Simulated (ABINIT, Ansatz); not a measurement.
## A GW chain in ABINIT: LiNbO3 (R3c)

How does a plane-wave GW calculation on LiNbO3 (R3c) run from the first input to the gap?

Program: ABINIT 10.8.3. Level of theory: PBE and many-body steps on it, plane waves. Results are calculated unless marked as measured.

**1. The structure**

The structure is trigonal, space group R3c (No. 161). Conventional cell: a = 5.152 Å, b = 5.152 Å, c = 13.869 Å, α = 90.00°, β = 90.00°, γ = 120.00°. Nearest to Li lie 6 O at 2.07 to 2.24 Å. Nearest to Nb lie 6 O at 1.88 to 2.13 Å. O has 2 Nb at 1.88 to 2.13 Å and 2 Li at 2.07 to 2.24 Å nearest. Farther neighbours and most contacts between anions are not listed.

Structure file:

```cif
data_structure
_symmetry_space_group_name_H-M 'R3c:H'
_symmetry_Int_Tables_number 161
_cell_length_a 5.1516
_cell_length_b 5.1516
_cell_length_c 13.8690
_cell_angle_alpha 90.000
_cell_angle_beta 90.000
_cell_angle_gamma 120.000
_cell_volume 318.76
loop_
_atom_site_label
_atom_site_type_symbol
_atom_site_symmetry_multiplicity
_atom_site_Wyckoff_symbol
_atom_site_fract_x
_atom_site_fract_y
_atom_site_fract_z
_atom_site_occupancy
Li1 Li 6 a 0.66667 0.33333 0.05183 1
Nb1 Nb 6 a 0.66667 0.33333 0.33328 1
O1 O 18 b 0.01050 0.38222 0.26991 1
```

The cell and positions come from the Crystallography Open Database and are kept as given unless a step says otherwise.

**2. Ground state**

This step: ABINIT 10.8.3; DFT, PBE, plane waves, norm-conserving pseudopotentials.

The ground-state density comes first.

Input file run.abi:

```
acell 3*1.0 Angstrom
rprim 
  2.575800000019 1.487138823389 4.623000000000
  -2.575800000018 1.487138823389 4.623000000000
  0.000000000000 -2.974277646779 4.623000000000
ntypat 3
znucl 3 41 8
natom 10
typat 1 1 2 2 3 3 3 3 3 3
xred 
  0.281500000000 0.281500000000 0.281500000000
  0.781500000000 0.781500000000 0.781500000000
  0.000055000000 0.000055000000 0.000055000000
  0.500055000000 0.500055000000 0.500055000000
  0.112310000000 0.358360000000 0.719590000000
  0.719590000000 0.112310000000 0.358360000000
  0.358360000000 0.719590000000 0.112310000000
  0.219590000000 0.858360000000 0.612310000000
  0.858360000000 0.612310000000 0.219590000000
  0.612310000000 0.219590000000 0.858360000000
pp_dirpath "pseudos"
pseudos "Li.upf, Nb.upf, O.upf"
ecut 37
ngkpt 6 6 6
nshiftk 1
shiftk 0 0 0
kptopt 1
chksymbreak 0
nband 43
occopt 1
tolvrs 1e-10
nstep 60
prtwf 0
optforces 0
optstress 0
indata_prefix "in"
outdata_prefix "out"
tmpdata_prefix "tmp"
```

Run with:

```bash
$ OMP_NUM_THREADS=1 mpirun -n 16 abinit run.abi > log
```

Numbers of over 12 decimals in the logs are rounded to 6 here.

What it wrote:

```text
.Version 10.8.3 of ABINIT. v10.8.2 released Aug 2026.

 Symmetries : space group R3 c (#161); Bravais hR (rhombohedral)
================================================================================
 Values of the parameters that define the memory need of the present run
     intxc =       0    ionmov =       0      iscf =       7    lmnmax =       6
     lnmax =       6     mgfft =      60  mpssoang =       3    mqgrid =    3001
     natom =      10  nloc_mem =       1    nspden =       1   nspinor =       1
    nsppol =       1      nsym =       6    n1xccc =    2501    ntypat =       3
    occopt =       1   xclevel =       2
-    mband =          43        mffmem =           1         mkmem =           2
       mpw =        7734          nfft =      216000          nkpt =          32
================================================================================
  Rough estimation (10% accuracy) of disk space for files :
================================================================================

--------------------------------------------------------------------------------
------------- Echo of variables that govern the present computation ------------
--------------------------------------------------------------------------------
 -outvars: echo values of preprocessed input variables --------
            acell      1.8897261259E+00  1.8897261259E+00  1.8897261259E+00 Bohr

      chksymbreak           0
             ecut      3.70000000E+01 Hartree
-          fftalg         312

              ixc     -101130
              kpt      0.00000000E+00  0.00000000E+00  0.00000000E+00
                       1.66666667E-01  0.00000000E+00  0.00000000E+00
                       3.33333333E-01  0.00000000E+00  0.00000000E+00
                       5.00000000E-01  0.00000000E+00  0.00000000E+00
                       1.66666667E-01  1.66666667E-01  0.00000000E+00
                       3.33333333E-01  1.66666667E-01  0.00000000E+00
                       5.00000000E-01  1.66666667E-01  0.00000000E+00
                      -3.33333333E-01  1.66666667E-01  0.00000000E+00
                      -1.66666667E-01  1.66666667E-01  0.00000000E+00
   [... 21 further rows ...]
                      -3.33333333E-01  5.00000000E-01  3.33333333E-01
                       5.00000000E-01  5.00000000E-01  5.00000000E-01
         kptrlatt        6    0    0      0    6    0      0    0    6
          kptrlen      5.84106787E+01
P           mkmem           2
            natom          10
            nband          43
            ngfft          60      60      60
             nkpt          32
            nstep          60
             nsym           6
           ntypat           3
              occ      2.000000  2.000000  2.000000  2.000000  2.000000  2.000000
                       2.000000  2.000000  2.000000  2.000000  2.000000  2.000000
                       2.000000  2.000000  2.000000  2.000000  2.000000  2.000000
                       2.000000  2.000000  2.000000  2.000000  2.000000  2.000000
                       2.000000  2.000000  2.000000  2.000000  2.000000  2.000000
                       2.000000  2.000000  2.000000  2.000000  0.000000  0.000000
                       0.000000  0.000000  0.000000  0.000000  0.000000  0.000000
                       0.000000
        optforces           0
        optstress           0
            prtwf           0
            rprim      2.5758000000E+00  1.4871388234E+00  4.6230000000E+00
[...]
spgroup         161

           tolvrs      1.00000000E-10

             xred      2.8150000000E-01  2.8150000000E-01  2.8150000000E-01
[...]
znucl        3.00000   41.00000    8.00000

================================================================================

 chkinp: Checking input parameters for consistency.

================================================================================
== DATASET  1 ==================================================================
-   mpi_nproc: 16, omp_nthreads: 1 (-1 if OMP is not activated)

--- !DatasetInfo
iteration_state: {dtset: 1, }
dimensions: {natom: 10, nkpt: 32, mband: 43, nsppol: 1, nspinor: 1, nspden: 1, mpw: 7734, }
cutoff_energies: {ecut:  37.0, pawecutdg:  -1.0, }
electrons: {nelect:   6.80000000E+01, charge:   0.00000000E+00, occopt:   1.00000000E+00, tsmear:   1.00000000E-02, }

 Real(R)+Recip(G) space primitive vectors, cartesian coordinates (Bohr,Bohr^-1):
 R(1)=  4.8675566  2.8102851  8.7362039  G(1)=  0.1027209  0.0593060  0.0381554
 R(2)= -4.8675566  2.8102851  8.7362039  G(2)= -0.1027209  0.0593060  0.0381554
 R(3)=  0.0000000 -5.6205702  8.7362039  G(3)=  0.0000000 -0.1186119  0.0381554
 Unit cell volume ucvol=  7.1702681E+02 bohr^3
 Angles (23,13,12)=  5.58832370E+01  5.58832370E+01  5.58832370E+01 degrees

 getcut: wavevector=  0.0000  0.0000  0.0000  ngfft=  60  60  60
         ecut(hartree)=     37.000   => boxcut(ratio)=   2.10943

--- Pseudopotential description ------------------------------------------------
- Li Generated using ONCVPSP code by D. R. Hamann
-  3.00000   3.00000  171031                  znucl, zion, pspdat
12 -101130 1 -1 1944                          pspcod,pspxc,lmax,lloc,mmax
     nproj     2     2     0
  pspatm : epsatm=    2.74360059
         --- l  ekb(1:nproj) -->
[...]
12 -101130 2 -1 936                           pspcod,pspxc,lmax,lloc,mmax
     nproj     2     2     1
  pspatm : epsatm=    6.19545534
         --- l  ekb(1:nproj) -->
[...]
2   -1.331955
 pspatm: atomic psp has been read  and splines computed

   5.03676405E+03                                ecore*ucvol(ha*bohr**3)
--------------------------------------------------------------------------------

_setup2: Arith. and geom. avg. npw (full set) are    7707.801    7707.794

================================================================================

--- !BeginCycle
iteration_state: {dtset: 1, }
solver: {iscf: 7, nstep: 60, nline: 4, wfoptalg: 0, }
tolerances: {tolvrs: 1.00E-10, }

     iter   Etot(hartree)      deltaE(h)  residm     vres2
 ETOT  1  -237.22508379455    -2.372E+02 9.465E-02 7.533E+03
 ETOT  2  -232.65043878269     4.575E+00 9.267E-02 2.997E+04
 ETOT  3  -238.54645136842    -5.896E+00 2.606E-02 9.817E+02
 ETOT  4  -238.60115023180    -5.470E-02 1.026E-02 6.007E+02
 ETOT  5  -238.64144216374    -4.029E-02 3.263E-03 1.826E+02
 ETOT  6  -238.67177843306    -3.034E-02 3.509E-03 2.826E+00
 ETOT  7  -238.67220900134    -4.306E-04 2.102E-03 3.489E-01
 ETOT  8  -238.67227242630    -6.342E-05 9.849E-04 1.522E-02
 ETOT  9  -238.67227362321    -1.197E-06 4.970E-04 6.631E-04
 ETOT 10  -238.67227376273    -1.395E-07 4.002E-04 7.276E-05
 ETOT 11  -238.67227376861    -5.877E-09 1.997E-04 7.147E-06
 ETOT 12  -238.67227376974    -1.134E-09 1.688E-04 7.078E-08
 ETOT 13  -238.67227376976    -1.498E-11 9.310E-05 4.194E-10
 ETOT 14  -238.67227376977    -8.896E-12 7.745E-05 1.908E-11

 At SCF step   14       vres2   =  1.91E-11 < tolvrs=  1.00E-10 =>converged.

--- !ResultsGS
iteration_state: {dtset: 1, }
comment   : Summary of ground state results
lattice_vectors:
- [  4.8675566,   2.8102851,   8.7362039, ]
- [ -4.8675566,   2.8102851,   8.7362039, ]
- [  0.0000000,  -5.6205702,   8.7362039, ]
lattice_lengths: [  10.38807,   10.38807,   10.38807, ]
lattice_angles: [ 55.883,  55.883,  55.883, ] # degrees, (23, 13, 12)
lattice_volume:   7.1702681E+02
convergence: {deltae: -8.896E-12, res2:  1.908E-11, residm:  7.745E-05, diffor:  0.000E+00, }
etotal    :  -2.38672274E+02
entropy   :   0.00000000E+00
fermie    :   1.64720858E-01
cartesian_stress_tensor: null
pressure_GPa: null
xred      :
- [  2.8150E-01,   2.8150E-01,   2.8150E-01, Li]
- [  7.8150E-01,   7.8150E-01,   7.8150E-01, Li]
- [  5.5000E-05,   5.5000E-05,   5.5000E-05, Nb]
- [  5.0006E-01,   5.0005E-01,   5.0005E-01, Nb]
- [  1.1231E-01,   3.5836E-01,   7.1959E-01,  O]
- [  7.1959E-01,   1.1231E-01,   3.5836E-01,  O]
- [  3.5836E-01,   7.1959E-01,   1.1231E-01,  O]
- [  2.1959E-01,   8.5836E-01,   6.1231E-01,  O]
- [  8.5836E-01,   6.1231E-01,   2.1959E-01,  O]
- [  6.1231E-01,   2.1959E-01,   8.5836E-01,  O]
cartesian_forces: null
force_length_stats: {min: null, max: null, mean: null, }

 Integrated electronic density in atomic spheres:
 ------------------------------------------------
 Atom  Sphere_radius  Integrated_density
[...]
================================================================================

 ----iterations are completed or convergence reached----

 Mean square residual over all n,k,spin=   22.480E-08; max=  77.447E-06
 reduced coordinates (array xred) for   10 atoms
[...]
0.358360000000      0.719590000000      0.112310000000
       0.219590000000      0.858360000000      0.612310000000
       0.858360000000      0.612310000000      0.219590000000
       0.612310000000      0.219590000000      0.858360000000
 rms dE/dt=  0.0000E+00; max dE/dt=  0.0000E+00; dE/dt below (all hartree)
    1       0.000000000000      0.000000000000      0.000000000000
    2       0.000000000000      0.000000000000      0.000000000000
    3       0.000000000000      0.000000000000      0.000000000000
    4       0.000000000000      0.000000000000      0.000000000000
    5       0.000000000000      0.000000000000      0.000000000000
    6       0.000000000000      0.000000000000      0.000000000000
    7       0.000000000000      0.000000000000      0.000000000000
    8       0.000000000000      0.000000000000      0.000000000000
    9       0.000000000000      0.000000000000      0.000000000000
   10       0.000000000000      0.000000000000      0.000000000000

 cartesian coordinates (angstrom) at end:
[...]
6      1.564232     0.171289     5.502572
    7     -0.930456     1.269020     5.502572
    8     -1.645344    -0.218119     7.814072
    9      0.633776     1.533969     7.814072
   10      1.011568    -1.315850     7.814072
 length scales=  1.889726125908  1.889726125908  1.889726125908 bohr
              =  1.000000000000  1.000000000000  1.000000000000 angstroms
 prteigrs : about to open file out_EIG
 Fermi (or HOMO) energy (hartree) =   0.16472   Average Vxc (hartree)=  -0.40109
 Eigenvalues (hartree) for nkpt=  32  k points:
 kpt#   1, nband= 43, wtk=  0.00463, kpt=  0.0000  0.0000  0.0000 (reduced coord)
  -1.82415   -1.82359   -1.39949   -1.39939   -0.95452   -0.95452   -0.95151   -0.94868
  -0.94868   -0.94465   -0.45643   -0.43193   -0.43193   -0.39871   -0.39077   -0.39077
   0.00214    0.00214    0.00981    0.01202    0.01202    0.04493    0.08722    0.09047
   0.09047    0.12019    0.13192    0.13192    0.13914    0.13922    0.13922    0.14707
   0.16446    0.16446    0.29743    0.29743    0.31460    0.35543    0.35543    0.36172
   0.43394    0.44848    0.44848
 prteigrs : prtvol=0 or 1, do not print more k-points.

--- !EnergyTerms
iteration_state     : {dtset: 1, }
comment             : Components of total free energy in Hartree
kinetic             :  1.12795358364763E+02
hartree             :  5.27221213766439E+01
xc                  : -5.46586042469801E+01
Ewald energy        : -1.64413318982960E+02
psp_core            :  7.02451283118983E+00
local_psp           : -1.83205419600342E+02
non_local_psp       : -8.93692351208242E+00
total_energy        : -2.38672273769768E+02
total_energy_eV     : -6.49460342775567E+03
band_energy         : -2.61282147644102E+01

== END DATASET(S) ==============================================================
================================================================================

 -outvars: echo values of variables after computation  --------
           etotal     -2.3867227377E+02
            nband          43
             nkpt          32
          spgroup         161
 [... the other variables as echoed above ...]

 Calculation completed.
```

The job ended after 50 s (16 MPI ranks of Arm Neoverse V2, shared host; peak memory 1.9 GiB; 13 min of CPU time).

This step gave:

* total energy: -6494.6034 eV
* gap: 3.607 eV
* k of the valence top: 0.1667, 0.1667, 0.1667
* k of the conduction bottom: 0.1667, 0.1667, 0
* least direct gap: 3.618 eV

The gap is indirect, with the least direct gap 0.011 eV higher.

(Continued in part 2 of 3.)

[Paths, hosts, dates, memory and timing lines, banners, echoed tables and standing remarks are left out of the program output.]

[Logs are printed without paths, hosts, clocks, repeated set-up lines and the standing remarks that a program may print on its own settings, such as how far it seeks lower states.]

[Runs of the session that timed out or met a known fault of the program may be left out.]

[Hosts, paths, dates, database ids (printed as entryN), source tags and the programs' standing remarks are cut or masked in the printed files.]

[G0W0 gaps are taken among the corrected bands and points alone; a level outside them can change the order at an edge.]

[Where Ansatz stands beside ABINIT at settings called matched, ABINIT's density can come from a denser mesh and the files from another edition; pairs whose starting gaps differed by over 0.03 eV were left out, so agreement reads better than it is.]
